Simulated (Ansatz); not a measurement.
# Lattice dynamics of MgZrO3 (built on the sites of a database entry of BaZrO3), part 2 of 2

Task: relax MgZrO3 (built on the sites of a database entry of BaZrO3), then find its harmonic phonons.

Ansatz 0.2.0; DFT PBEsol, scalar-relativistic, plane waves, PAW.

So far, highest frequency on the path or at a solved wavevector (cm⁻¹): step 8 (the dispersion) 912. The relaxed cell has a = 4.073 Å (conventional setting).

The structure was built from a prototype and need not be the compound's stable phase.

## Step 9: The same by displaced supercells

Finite displacements in a 2×2×2 supercell give force constants from forces alone. They are exact at the wavevectors that the supercell holds, where they check the linear-response result.

Contents of input.yaml:

```yaml
crystal:
  lattice:
    - [4.0725944006, 0.0, 0.0]
    - [0.0, 4.0725944006, 0.0]
    - [0.0, 0.0, 4.0725944006]
  atoms:
    - { symbol: Mg, position: [0.0, 0.0, 0.0] }
    - { symbol: Zr, position: [0.5, 0.5, 0.5] }
    - { symbol: O, position: [0.0, 0.5, 0.5] }
    - { symbol: O, position: [0.5, 0.0, 0.5] }
    - { symbol: O, position: [0.5, 0.5, 0.0] }
kpoints:
  mp_grid: { grid: [12, 12, 12] }
hamiltonian:
  xc: pbesol
scf:
  occupations: { method: fixed }
output:
  eigenvalues: true
phonons:
  method: fd
  supercell: [2, 2, 2]
  temperatures: { t_max: 1000, t_step: 50 }
  qpath:
    path:
      - [[0.0, 0.0, 0.0], [0.0, 0.5, 0.0], [0.5, 0.5, 0.0], [0.0, 0.0, 0.0], [0.5, 0.5, 0.5], [0.0, 0.5, 0.0]]
      - [[0.5, 0.5, 0.5], [0.5, 0.5, 0.0]]
    npoints: 10
  non_analytic_term:
    high_frequency_dielectric_tensor: [[5.2162, 0.0, 0.0], [0.0, 5.2162, 0.0], [0.0, 0.0, 5.2162]]
    born_effective_charges:
      - { species: Mg, tensor: [[2.6891, 0.0, 0.0], [0.0, 2.6891, 0.0], [0.0, 0.0, 2.6891]] }
      - { species: Zr, tensor: [[5.8263, 0.0, 0.0], [0.0, 5.8263, 0.0], [0.0, 0.0, 5.8263]] }
      - { species: O, tensor: [[-4.9695, 0.0, 0.0], [0.0, -1.773, 0.0], [0.0, 0.0, -1.773]] }
      - { species: O, tensor: [[-1.773, 0.0, 0.0], [0.0, -4.9695, 0.0], [0.0, 0.0, -1.773]] }
      - { species: O, tensor: [[-1.773, 0.0, 0.0], [0.0, -1.773, 0.0], [0.0, 0.0, -4.9695]] }
    source: "zone-centre run at this cell"
```

Run with:

```bash
$ ansatz run input.yaml --threads 8 --pin off --max-ram 14336MiB --backend cpu --events-out ev --progress --plain --runs-dir out
```

Run time: 4 min. Hardware: 8 threads of Arm Neoverse V2, shared host; peak memory 7.3 GiB.

Numbers from this step:

* atoms in the supercell: 40
* sum-rule residual before enforcement: 2.62e-4 eV/Å²

Interpolated from a 2×2×2 supercell, rough between the solved points, with the LO-TO term (at Γ the limit along the path; where Γ stands inside the path, tables give the limit on arrival). Phonon branches along the path, in cm⁻¹:

```
    point  branch 1  branch 2  branch 3  branch 4  branch 12  branch 13  branch 14  branch 15
        Γ      -258      -258      -217      -217        279        640        640        818
  halfway      -241      -241      -201      -185        320        639        639        832
        X      -215      -215      -184      -178        368        638        638        848
  halfway      -263      -229      -215      -191        378        637        665        861
        M      -300      -248      -248      -151        375        636        682        881
  halfway      -259      -227      -221      -190        336        638        659        841
        Γ      -258      -258      -217      -217        279        640        640        818
  halfway      -245      -245      -241      -180        350        657        657        854
        R      -301      -301      -301      -215        347        672        672        912
  halfway      -259      -258      -218      -214        380        656        667        874
        X      -215      -215      -184      -178        368        638        638        848
jump to R      -301      -301      -301      -215        347        672        672        912
  halfway      -300      -259      -259      -195        368        658        677        894
        M      -300      -248      -248      -151        375        636        682        881
```

Tetrahedra on a 16×16×16 mesh, mean over bins of 10 cm-1. Interpolated from a 2×2×2 supercell, rough between the solved points. Table of phonon density of states by wavenumber; read off at these points:

```
wavenumber (cm⁻¹)  phonon density of states (1/cm⁻¹/cell)
             -305                                  1.7e-4
             -275                                  0.0161
             -245                                  0.0536
             -235                                  0.0472
             -215                                  0.0523
             -205                                  0.0395
             -175                                  0.0330
             -145                                  0.0100
             -105                                 0.00498
              -75                                 0.00384
              -45                                 0.00291
               -5                                 0.00228
               25                                 0.00267
               55                                 0.00517
               95                                  0.0152
              125                                  0.0209
              155                                  0.0181
              185                                  0.0305
              225                                  0.0234
              255                                  0.0206
              285                                  0.0182
              325                                  0.0159
              355                                  0.0209
              375                                  0.0401
              385                                  5.0e-5
              425                                       0
              455                                       0
              485                                       0
              515                                       0
              555                                       0
              585                                       0
              615                                       0
              645                                  0.0637
              655                                  0.0385
              685                                  0.0011
              715                                       0
              755                                  1.0e-5
              785                                  1.0e-5
              815                                  5.2e-4
              845                                  0.0168
              885                                 0.00914
              915                                  1.3e-4
```

At Γ the two methods differ by at most 0.0 cm⁻¹.

## Step 10: What came out

* space group after relaxation (within 0.01 Å): Pm-3m
* volume per atom: 13.5 Å³
* gap on the k-mesh: 0.765 eV
* highest optical mode at the zone centre (no LO-TO term): 640 cm⁻¹
* top of the zone-centre spectrum with the field: 817 cm⁻¹
* lowest optical zone-centre mode: -258 cm⁻¹
* mean high-frequency dielectric constant: 5.22
* largest Born charge (third of the trace): 5.83 e
* lowest mode on the q mesh (acoustic modes at Γ apart): -301 cm⁻¹
* highest frequency on the path or at a solved wavevector: 912 cm⁻¹
* imaginary modes on the 2×2×2 q mesh: yes

**Reading.** Modes are clearly imaginary (beyond 10i cm⁻¹) at 4 of the 4 irreducible wavevectors, most at q = (-0.5, -0.5, -0.5) (300.9i cm⁻¹), so this structure is not a minimum of the energy. Without the field, the optical modes at Γ span -258 to 640 cm⁻¹ (negative means imaginary). The highest mode in this list at Γ, 640.3 cm⁻¹, is mostly motion of O (94 % of the kinetic energy). With the macroscopic field of the longitudinal modes the top of the zone-centre spectrum lies at 817 cm⁻¹, against 640 cm⁻¹ without it. Among the real modes, the strongest infrared line is at 640 cm⁻¹. Finite displacements and linear response differ by 0.0 cm⁻¹ in the highest zone-centre mode. The q mesh stands for a supercell only 8.1 Å across, so branches between the solved wavevectors are rough. The starting cell was built on a prototype and not taken from a measurement, so the phase need not exist. These are harmonic frequencies at zero temperature: anharmonic shifts, linewidths and thermal expansion are left out.

[Logs are printed without paths, hosts, clocks, repeated set-up lines and the standing remarks that a program may print on its own settings, such as how far it seeks lower states.]

[Hosts, paths, dates, database ids (printed as entryN), source tags and the programs' standing remarks are cut or masked in the printed files.]
